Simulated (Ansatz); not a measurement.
**Ca on Ru(0001): change of the work function**

Aim: the work function of Ru(0001) at several coverages of Ca (fcc site), and the dipole that each adsorbate carries.

Main program and level: Ansatz 0.2.0; plane-wave DFT, PBE, Ansatz PAW.

## 1. The structure

The cell holds 4 atoms: 4 Ru. Its edges and angles: a = 2.700 Å, b = 2.700 Å, c = 24.415 Å, α = 90.0°, β = 90.0°, γ = 60.0°. Vacuum lies along c.

## 2. The clean slab

The bare slab comes first, as the zero from which every change is counted. The two lowest layers are held at bulk places and the upper ones relax. The dipole correction removes the false field that a one-sided slab makes across the periodic vacuum, so each face gets a flat vacuum level of its own.

The input, input.yaml:

```yaml
crystal:
  lattice:
    - [2.7, 0.0, 0.0]
    - [1.35, 2.3382685902, 0.0]
    - [0.0, 0.0, 24.4152]
  atoms:
    - { symbol: Ru, position: [0.6666666667, 0.6666666667, 0.3686228251] }
    - { symbol: Ru, position: [0.0, 0.0, 0.4562076084] }
    - { symbol: Ru, position: [0.6666666667, 0.6666666667, 0.5437923916] }
    - { symbol: Ru, position: [0.0, 0.0, 0.6313771749] }
kpoints:
  mp_grid: { grid: [12, 12, 1] }
hamiltonian:
  xc: pbe
scf:
  occupations: { method: fermi_dirac, width: 0.1 }
  convergence: { dr2_threshold: 1.0e-08 }
efield:
  axis: 3
  dipole_correction: true
  ramp_position: 0.97
  ramp_width: 0.06
relax:
  f_tol: 0.02
  max_steps: 60
  constraints: [{ sites: [0, 1] }]
output:
  write_potential: true
  write_density: true
  volumetric_format: npy
```

Run with:

```sh
$ ansatz run input.yaml --threads 4 --pin off --max-ram 16384MiB --backend cpu --events-out ev --progress --plain --runs-dir out
```

The log of the run:

```text
Engine: ansatz 0.2.0, aarch64-unknown-linux-gnu
Pseudopotentials: kind: paw
Pseudopotential: Ru, paw, valence charge 16, recommended cutoff 420 eV (normal), Ru.paw.azcp
Functional definition: PBE
  parameter kappa = 0.804
  parameter beta = 0.066725
  exchange = pbe_x(kappa = kappa, mu = beta*pi^2/3)
  correlation = pbe_c(beta = beta)
Crystal: 4 atoms, lattice volume = 154.141 Å³
Basis set: ecut = 420 eV, 3063 PW (Γ), exchange–correlation on 40×40×360 points (8 copies of the dense FFT grid, shifted against one another)
Bands: 39, of which v1, the nominal top of the filled ones, is band 32 counted from 1 (31 counted from 0)
Symmetry: 6 space group operations
k-points: 19 of 144 (time reversal used)
Non-local potential: Ru, projectors of the file, l = 0: 3, l = 1: 2, l = 2: 2, l = 3: 1
PAW form: soft (Blöchl's): semilocal exchange-correlation on the pseudo side does not see the compensation charge
PAW one-centre angular grid: Ru, 590 points (default); XC on 64 Gauss nodes
Initial density: superposition of atomic densities (neutral atoms: chi_scale 0, normalization atom), corrected by the library's trained network
Initial wavefunctions: pseudopotential atomic-orbital guess
Functional: x = pbe(κ = 0.804, μ = 0.219515), c = pbe(β = 0.066725)
SCF iter   1: F=—  HF=-23512.726011 eV  |F-HF|=—  |Δ(HF+E_count)|=         —  Δρ=8.02e-3  dr2=4.20e-1  ethr=1.77e-3  p=0.000 e·Å  D=2.55e-14 V/Å  ΔV_dip=-0.00 eV  dr2_dipole=4.18e-8  V_vac-E_F(+/−)=4.75/4.75 eV  ⟨swp⟩=7.4  Hψ=3258  notcnv=0
efield: sawtooth ramp at fractional position 0.9700 (set: `efield.ramp_position`, or a place that a band, a saddle search or an elastic batch's reference lends), width 0.0600; the density the first Hamiltonian is built on has a dipole p = 0.000 e·Å; the dipole correction subtracts the counter field D = 2.55e-14 V/Å, which shifts the + side's vacuum level by -0.00 eV against the − side's; the planar-averaged density in the ramp window peaks in size at 5.1e-6 e/Å³
preconditioner: auto → LDOS  [metal: Δε(μ)=0.040 eV  Ē_g=4.722 eV  σ=0.100 eV  W_gap=0.10  n_scr=18 (ndim 8)  ℏωp=16.9 eV  f_vac=0.584  D(μ)=4.50/eV (n_scr^D=16)  β→1.0]
SCF iter   2: F=—  HF=-23512.720745 eV  |F-HF|=—  |Δ(HF+E_count)|=   5.27e-3  Δρ=3.31e-3  dr2=3.80e-2  ethr=6.57e-4  p=-0.000 e·Å  D=-1.91e-5 V/Å  ΔV_dip=0.00 eV  dr2_dipole=4.73e-7  V_vac-E_F(+/−)=5.00/5.00 eV  ⟨swp⟩=1.5  Hψ=919  notcnv=0
SCF iter   3: F=—  HF=-23512.717886 eV  |F-HF|=—  |Δ(HF+E_count)|=   2.86e-3  Δρ=6.79e-4  dr2=8.55e-4  ethr=5.94e-5  p=-0.000 e·Å  D=-7.45e-6 V/Å  ΔV_dip=0.00 eV  dr2_dipole=3.12e-7  V_vac-E_F(+/−)=5.05/5.05 eV  ⟨swp⟩=2.0  Hψ=932  notcnv=0
SCF iter   4: F=—  HF=-23512.717814 eV  |F-HF|=—  |Δ(HF+E_count)|=   7.16e-5  Δρ=1.58e-4  dr2=1.09e-4  ethr=1.34e-6  p=-0.000 e·Å  D=-6.72e-6 V/Å  ΔV_dip=0.00 eV  dr2_dipole=3.71e-8  V_vac-E_F(+/−)=5.07/5.07 eV  ⟨swp⟩=2.1  Hψ=1171  notcnv=0
SCF iter   5: F=—  HF=-23512.717807 eV  |F-HF|=—  |Δ(HF+E_count)|=   7.22e-6  Δρ=5.25e-5  dr2=8.28e-6  ethr=1.71e-7  p=0.000 e·Å  D=1.09e-6 V/Å  ΔV_dip=-0.00 eV  dr2_dipole=6.52e-10  V_vac-E_F(+/−)=5.08/5.08 eV  ⟨swp⟩=2.2  Hψ=1114  notcnv=0
SCF iter   6: F=—  HF=-23512.717808 eV  |F-HF|=—  |Δ(HF+E_count)|=   7.84e-7  Δρ=2.85e-5  dr2=1.76e-6  ethr=1.29e-8  p=-0.000 e·Å  D=-2.98e-6 V/Å  ΔV_dip=0.00 eV  dr2_dipole=1.16e-11  V_vac-E_F(+/−)=5.09/5.09 eV  ⟨swp⟩=3.0  Hψ=1433  notcnv=0
SCF iter   7: F=—  HF=-23512.717807 eV  |F-HF|=—  |Δ(HF+E_count)|=   1.27e-7  Δρ=8.99e-6  dr2=2.28e-7  ethr=2.75e-9  p=0.000 e·Å  D=5.84e-8 V/Å  ΔV_dip=-0.00 eV  dr2_dipole=4.45e-11  V_vac-E_F(+/−)=5.09/5.09 eV  ⟨swp⟩=2.5  Hψ=1217  notcnv=0
SCF iter   8: F=—  HF=-23512.717808 eV  |F-HF|=—  |Δ(HF+E_count)|=   1.93e-7  Δρ=3.54e-6  dr2=2.81e-8  ethr=3.56e-10  p=-0.000 e·Å  D=-1.02e-7 V/Å  ΔV_dip=0.00 eV  dr2_dipole=1.70e-14  V_vac-E_F(+/−)=5.09/5.09 eV  ⟨swp⟩=2.8  Hψ=1346  notcnv=0
SCF iter   9: F=-23512.717808 eV  HF=-23512.717808 eV  |F-HF|=1.65e-9  |Δ(HF+E_count)|=   2.22e-8  Δρ=1.12e-6  dr2=1.93e-9  ethr=1.56e-11  p=-0.000 e·Å  D=-1.49e-7 V/Å  ΔV_dip=0.00 eV  dr2_dipole=2.06e-13  V_vac-E_F(+/−)=5.09/5.09 eV  ⟨swp⟩=10.6  Hψ=5507  notcnv=0
SCF 1 converged in 9 iterations: F = -23512.717808 eV  dr2 = 1.93e-9
  greatest PAW one-centre occupation: 0.998 electrons in one spin orbital (limit 2), on the Ru atom at site 3 (counted from 0), in its partial waves of l = 0
relax step   1: F+E_penalty+E_count = -23512.71780769 eV  Δ(F+E_penalty+E_count) = +0.000e0 eV  max|allowed force component| = 5.365e-1 eV/Å  Δτ_max = 0.0000 Å  (9 SCF iters, accepted)
Initial density: handed on by an earlier stage of this run
Initial wavefunctions: those handed on with the density
iter 1 solved again at ethr=2.79e-4 eV; its pass at ethr=3.10e-3 eV (dr2=1.79e-1 eV) is discarded
SCF iter   1: F=—  HF=-23512.732681 eV  |F-HF|=—  |Δ(HF+E_count)|=         —  Δρ=4.18e-3  dr2=1.61e-1  ethr=2.79e-4  p=-0.000 e·Å  D=-3.92e-8 V/Å  ΔV_dip=0.00 eV  dr2_dipole=5.05e-2  V_vac-E_F(+/−)=5.08/5.08 eV  ⟨swp⟩=1.4  Hψ=2246  notcnv=0
efield: sawtooth ramp at fractional position 0.9700 (set: `efield.ramp_position`, or a place that a band, a saddle search or an elastic batch's reference lends), width 0.0600; the density the first Hamiltonian is built on has a dipole p = -0.000 e·Å; the dipole correction subtracts the counter field D = -3.92e-8 V/Å, which shifts the + side's vacuum level by +0.00 eV against the − side's; the planar-averaged density in the ramp window peaks in size at 1.2e-6 e/Å³
preconditioner: auto → LDOS  [metal: Δε(μ)=0.011 eV  Ē_g=4.777 eV  σ=0.100 eV  W_gap=0.03  n_scr=18 (ndim 8)  ℏωp=16.9 eV  f_vac=0.589  D(μ)=4.80/eV (n_scr^D=18)  β→1.0]
SCF iter   2: F=—  HF=-23512.729634 eV  |F-HF|=—  |Δ(HF+E_count)|=   3.05e-3  Δρ=1.47e-3  dr2=8.73e-3  ethr=2.51e-4  p=0.001 e·Å  D=1.54e-3 V/Å  ΔV_dip=-0.04 eV  dr2_dipole=1.08e-3  V_vac-E_F(+/−)=5.04/5.07 eV  ⟨swp⟩=1.8  Hψ=865  notcnv=0
SCF iter   3: F=—  HF=-23512.729688 eV  |F-HF|=—  |Δ(HF+E_count)|=   5.40e-5  Δρ=1.46e-3  dr2=8.06e-3  ethr=1.36e-5  p=0.002 e·Å  D=1.78e-3 V/Å  ΔV_dip=-0.04 eV  dr2_dipole=1.74e-4  V_vac-E_F(+/−)=5.04/5.08 eV  ⟨swp⟩=2.9  Hψ=1565  notcnv=0
SCF iter   4: F=—  HF=-23512.727755 eV  |F-HF|=—  |Δ(HF+E_count)|=   1.93e-3  Δρ=1.69e-4  dr2=7.46e-5  ethr=1.26e-5  p=0.001 e·Å  D=1.75e-3 V/Å  ΔV_dip=-0.04 eV  dr2_dipole=2.30e-6  V_vac-E_F(+/−)=5.03/5.07 eV  ⟨swp⟩=2.4  Hψ=1137  notcnv=0
SCF iter   5: F=—  HF=-23512.727757 eV  |F-HF|=—  |Δ(HF+E_count)|=   2.03e-6  Δρ=6.38e-5  dr2=1.06e-5  ethr=1.17e-7  p=0.001 e·Å  D=1.73e-3 V/Å  ΔV_dip=-0.04 eV  dr2_dipole=2.00e-7  V_vac-E_F(+/−)=5.03/5.07 eV  ⟨swp⟩=3.2  Hψ=1576  notcnv=0
SCF iter   6: F=—  HF=-23512.727763 eV  |F-HF|=—  |Δ(HF+E_count)|=   5.90e-6  Δρ=2.64e-5  dr2=1.28e-6  ethr=1.66e-8  p=0.001 e·Å  D=1.75e-3 V/Å  ΔV_dip=-0.04 eV  dr2_dipole=6.23e-9  V_vac-E_F(+/−)=5.03/5.07 eV  ⟨swp⟩=2.3  Hψ=1096  notcnv=0
SCF iter   7: F=—  HF=-23512.727764 eV  |F-HF|=—  |Δ(HF+E_count)|=   6.93e-7  Δρ=6.73e-6  dr2=1.28e-7  ethr=2.01e-9  p=0.002 e·Å  D=1.77e-3 V/Å  ΔV_dip=-0.04 eV  dr2_dipole=1.80e-8  V_vac-E_F(+/−)=5.03/5.07 eV  ⟨swp⟩=3.2  Hψ=1481  notcnv=0
SCF iter   8: F=—  HF=-23512.727764 eV  |F-HF|=—  |Δ(HF+E_count)|=   1.54e-7  Δρ=2.57e-6  dr2=1.73e-8  ethr=2.01e-10  p=0.002 e·Å  D=1.76e-3 V/Å  ΔV_dip=-0.04 eV  dr2_dipole=5.74e-11  V_vac-E_F(+/−)=5.03/5.07 eV  ⟨swp⟩=2.6  Hψ=1265  notcnv=0
SCF iter   9: F=-23512.727764 eV  HF=-23512.727764 eV  |F-HF|=1.10e-8  |Δ(HF+E_count)|=   8.54e-8  Δρ=8.42e-7  dr2=1.45e-9  ethr=1.56e-11  p=0.002 e·Å  D=1.77e-3 V/Å  ΔV_dip=-0.04 eV  dr2_dipole=8.76e-11  V_vac-E_F(+/−)=5.03/5.07 eV  ⟨swp⟩=10.9  Hψ=5451  notcnv=0
SCF 2 converged in 9 iterations: F = -23512.727764 eV  dr2 = 1.45e-9
relax step   2: F+E_penalty+E_count = -23512.72776402 eV  Δ(F+E_penalty+E_count) = -9.956e-3 eV  max|allowed force component| = 2.640e-1 eV/Å  Δτ_max = 0.0631 Å  (9 SCF iters, accepted)
SCF iter   1: F=—  HF=-23512.732127 eV  |F-HF|=—  |Δ(HF+E_count)|=         —  Δρ=2.15e-3  dr2=4.13e-2  ethr=5.39e-4  p=0.002 e·Å  D=1.77e-3 V/Å  ΔV_dip=-0.04 eV  dr2_dipole=1.13e-2  V_vac-E_F(+/−)=5.03/5.08 eV  ⟨swp⟩=2.5  Hψ=1222  notcnv=0
efield: sawtooth ramp at fractional position 0.9700 (set: `efield.ramp_position`, or a place that a band, a saddle search or an elastic batch's reference lends), width 0.0600; the density the first Hamiltonian is built on has a dipole p = 0.002 e·Å; the dipole correction subtracts the counter field D = 1.77e-3 V/Å, which shifts the + side's vacuum level by -0.04 eV against the − side's; the planar-averaged density in the ramp window peaks in size at 1.5e-6 e/Å³
preconditioner: auto → LDOS  [metal: Δε(μ)=0.014 eV  Ē_g=4.748 eV  σ=0.100 eV  W_gap=0.03  n_scr=18 (ndim 8)  ℏωp=16.9 eV  f_vac=0.586  D(μ)=4.73/eV (n_scr^D=18)  β→1.0]
SCF iter   2: F=—  HF=-23512.731430 eV  |F-HF|=—  |Δ(HF+E_count)|=   6.97e-4  Δρ=7.28e-4  dr2=2.45e-3  ethr=6.45e-5  p=0.001 e·Å  D=1.56e-3 V/Å  ΔV_dip=-0.04 eV  dr2_dipole=5.81e-4  V_vac-E_F(+/−)=5.04/5.08 eV  ⟨swp⟩=1.3  Hψ=911  notcnv=0
SCF iter   3: F=—  HF=-23512.731343 eV  |F-HF|=—  |Δ(HF+E_count)|=   8.72e-5  Δρ=6.75e-4  dr2=1.60e-3  ethr=3.83e-6  p=0.001 e·Å  D=1.09e-3 V/Å  ΔV_dip=-0.03 eV  dr2_dipole=1.21e-4  V_vac-E_F(+/−)=5.05/5.07 eV  ⟨swp⟩=3.1  Hψ=1548  notcnv=0
SCF iter   4: F=—  HF=-23512.731020 eV  |F-HF|=—  |Δ(HF+E_count)|=   3.23e-4  Δρ=9.48e-5  dr2=2.67e-5  ethr=2.50e-6  p=0.001 e·Å  D=1.20e-3 V/Å  ΔV_dip=-0.03 eV  dr2_dipole=7.96e-8  V_vac-E_F(+/−)=5.05/5.07 eV  ⟨swp⟩=2.0  Hψ=1076  notcnv=0
SCF iter   5: F=—  HF=-23512.731020 eV  |F-HF|=—  |Δ(HF+E_count)|=   6.03e-7  Δρ=2.91e-5  dr2=1.95e-6  ethr=4.17e-8  p=0.001 e·Å  D=1.21e-3 V/Å  ΔV_dip=-0.03 eV  dr2_dipole=2.55e-7  V_vac-E_F(+/−)=5.04/5.07 eV  ⟨swp⟩=3.1  Hψ=1467  notcnv=0
SCF iter   6: F=—  HF=-23512.731025 eV  |F-HF|=—  |Δ(HF+E_count)|=   4.88e-6  Δρ=1.06e-5  dr2=2.20e-7  ethr=3.05e-9  p=0.001 e·Å  D=1.21e-3 V/Å  ΔV_dip=-0.03 eV  dr2_dipole=2.08e-9  V_vac-E_F(+/−)=5.05/5.07 eV  ⟨swp⟩=2.2  Hψ=1072  notcnv=0
SCF iter   7: F=—  HF=-23512.731026 eV  |F-HF|=—  |Δ(HF+E_count)|=   3.04e-7  Δρ=3.59e-6  dr2=4.54e-8  ethr=3.44e-10  p=0.001 e·Å  D=1.20e-3 V/Å  ΔV_dip=-0.03 eV  dr2_dipole=5.43e-9  V_vac-E_F(+/−)=5.05/5.07 eV  ⟨swp⟩=2.9  Hψ=1360  notcnv=0
SCF iter   8: F=-23512.731026 eV  HF=-23512.731026 eV  |F-HF|=2.10e-8  |Δ(HF+E_count)|=   4.07e-8  Δρ=1.12e-6  dr2=4.97e-9  ethr=1.56e-11  p=0.001 e·Å  D=1.20e-3 V/Å  ΔV_dip=-0.03 eV  dr2_dipole=1.47e-10  V_vac-E_F(+/−)=5.05/5.08 eV  ⟨swp⟩=10.9  Hψ=5658  notcnv=0
SCF 3 converged in 8 iterations: F = -23512.731026 eV  dr2 = 4.97e-9
relax step   3: F+E_penalty+E_count = -23512.73102571 eV  Δ(F+E_penalty+E_count) = -3.262e-3 eV  max|allowed force component| = 1.726e-2 eV/Å  Δτ_max = 0.0292 Å  (8 SCF iters, accepted)
NSCF: frozen V_eff on 19 k-points
the band table was solved once a step of the walk had ended and its energy, with any forces and stress, was formed, with the checks that follow a solve (3207 applications of the Hamiltonian). They found nothing against the state; the energy, forces and stress were not computed again (output.eigenvalues in the input reference)
WARN: The input density's exchange-correlation potential varies sharply where the density is thin. Do not read a vacuum level from v_tot or v_xc, or from such a field of the output density. On a cell that repeats whose density bears no net charge and no dipole along the vacuum's axis use v_es (v_loc + v_h of the components); under efield.dipole_correction with no amplitude use v_es + v_field, which holds any external [...]
SCF converged after 8 iterations
Free energy (F): -23512.731026 eV
Harris-Foulkes:  -23512.731026 eV  (|F-HF|=2.10e-8)
Internal energy: -23512.573717 eV  (E = F + TS)
E sigma→0 (E₀):  -23512.652371 eV
Entropy (-TS):   -0.157309 eV (-39.327 meV/atom)
Fermi energy:    5.070094 eV
Dipole field:    D = 0.001218 V/Å  (p = 0.001038 e·Å, saw-weighted, corrected)
Work function:   Φ+ = 5.0457 eV   Φ− = 5.0754 eV
Levels:          The Fermi level and band energies are counted from a zero that moves with the ramp; work functions are not
--- Per-component energies (eV) ---
  E_band       = -1382.396250
  E_kinetic    = 2053.424202
  E_local      = -108450.119539  (includes V_loc(G=0)·N_el)
  E_nonlocal   = 1374.134429
  E_hartree    = 52740.331170
  E_xc         = -759.224491
  E_vxc        = -952.769082  (∫ρ·V_xc dr)
  E_paw        = -13843.557206  (= ΣΔE_a)
  E_vpaw       = -887.740778  (= ΣTr[D̂ρ^β])
  E_aug_tail   = -0.000773  (compensation charges beyond the density's cutoff)
  E_efield     = 0.000001  (sawtooth field / dipole correction)
  E_vefield    = 0.000284  (∫n·V_field dr)
  E_ewald      = 43372.438490
  E_smearing   = -0.157309  (= −TS)
  E_closure    = -0.000000  (closes the sum)
  Σ components = -23512.731026   (vs F -23512.731026, Δ=0.00e0)
--- Forces (eV/Å), atoms counted from 1 ---
  atom   1  Ru     0.00000000    -0.00000000     0.47191100
  atom   2  Ru    -0.00000000     0.00000000    -0.45864794
  atom   3  Ru    -0.00000000    -0.00000000    -0.01725956
  atom   4  Ru    -0.00000000    -0.00000000     0.00398370
  max |Σ_I F_I| component: 1.28e-5 eV/Å
--- Band table (eV; the first three rows and the last of 19) ---
  k-point 0: bands = [... 28 lower, 3.1032, 3.1032, 3.3035, 4.2564, 4.2564, 5.1708, 5.2356, 5.2356, ... 3 higher]
  k-point 1: bands = [... 28 lower, 3.1352, 3.2707, 3.3655, 4.0857, 4.2001, 4.6895, 4.9614, 5.1771, ... 3 higher]
  k-point 2: bands = [... 28 lower, 3.2004, 3.4733, 3.6256, 3.7607, 4.0789, 4.3168, 4.8058, 5.0858, ... 3 higher]
  k-point 18: bands = [... 28 lower, 3.0217, 3.8651, 4.4540, 5.7029, 5.7380, 5.7613, 6.1990, 6.2368, ... 3 higher]
--- Relaxed structure (3 steps of the walk, 3 accepted, 0 SCFs on fresh bases) ---
  F+E_penalty+E_count = -23512.73102571 eV   max|allowed force component| = 1.726e-2 eV/Å
  atoms:
    - { symbol: Ru, position: [0.666667, 0.666667, 0.3686228251] }
    - { symbol: Ru, position: [0.0, 0.0, 0.456208] }
    - { symbol: Ru, position: [0.666667, 0.666667, 0.544587] }
    - { symbol: Ru, position: [-1.393648e-18, 0, 0.629989] }
```

Elapsed: 9.4 s, on 4 threads of Arm Neoverse V1, shared host; peak memory 0.46 GiB; 35 s of CPU time.

The column dr2 measures how far the density is from self-consistency, as an energy; F and HF (Harris–Foulkes) agree once it is small.

Step by step:

| step | energy less that of the first step (eV) | largest force component (eV/Å) |
| --- | --- | --- |
| 1 | 0.0000 | 0.5365 |
| 2 | -0.0100 | 0.2640 |
| 3 | -0.0132 | 0.0173 |

The run keeps the 6 symmetry operations that the program found, so distortions that break them were not tested.

The atoms that moved most (Å):

```csv
atom,dx,dy,dz,length
Ru4,0.000,0.000,-0.034,0.034
Ru3,0.000,0.000,0.019,0.019
```

This step gave:

```
energy at zero smearing        : -23512.6524 eV
work function, upper face      : 5.046 eV
work function, lower face      : 5.075 eV
dipole along the normal        : 0.001038 e·Å
step between the vacuum levels : -0.02975 eV
```

Running mean over 2.138 Å of the planar mean; the ramp of the sawtooth is left out. Electron's electrostatic potential energy less the Fermi level against z:

z (Å), electron's electrostatic potential energy less the Fermi level (eV) and a bar from the least value:
```
        3        5.1 ##############################
        4        5.1 ##############################
        5        5.1 ##############################
        6        5.0 ##############################
        7        3.9 ############################
        8       -6.3 #############
        9      -14.2 ##
       10      -14.6 #
       11      -14.8 #
       12      -14.6 #
       13      -14.9 #
       14      -15.4 
       15      -14.8 #
       16      -11.4 ######
       17        1.8 #########################
       18        4.8 ##############################
       19        5.0 ##############################
       20        5.0 ##############################
       21        5.0 ##############################
```

The relaxation took 3 steps and lowered the energy by 0.013 eV; the largest force on the free atoms ends at 0.017 eV/Å.

The work function of the upper face is 5.05 eV.

(Continued in part 2 of 3.)

[Long decimals in the printed logs are rounded to 6 places.]

[Logs are printed without paths, hosts, clocks, repeated set-up lines and the standing remarks that a program may print on its own settings, such as how far it seeks lower states.]

[Hosts, paths, dates, database ids (printed as entryN), source tags and the programs' standing remarks are cut or masked in the printed files.]

[Maps of the electrostatic potential energy from Ansatz leave out the sawtooth potential of an applied field or a dipole correction, so their vacuum need not be flat; planar profiles and work functions include it.]
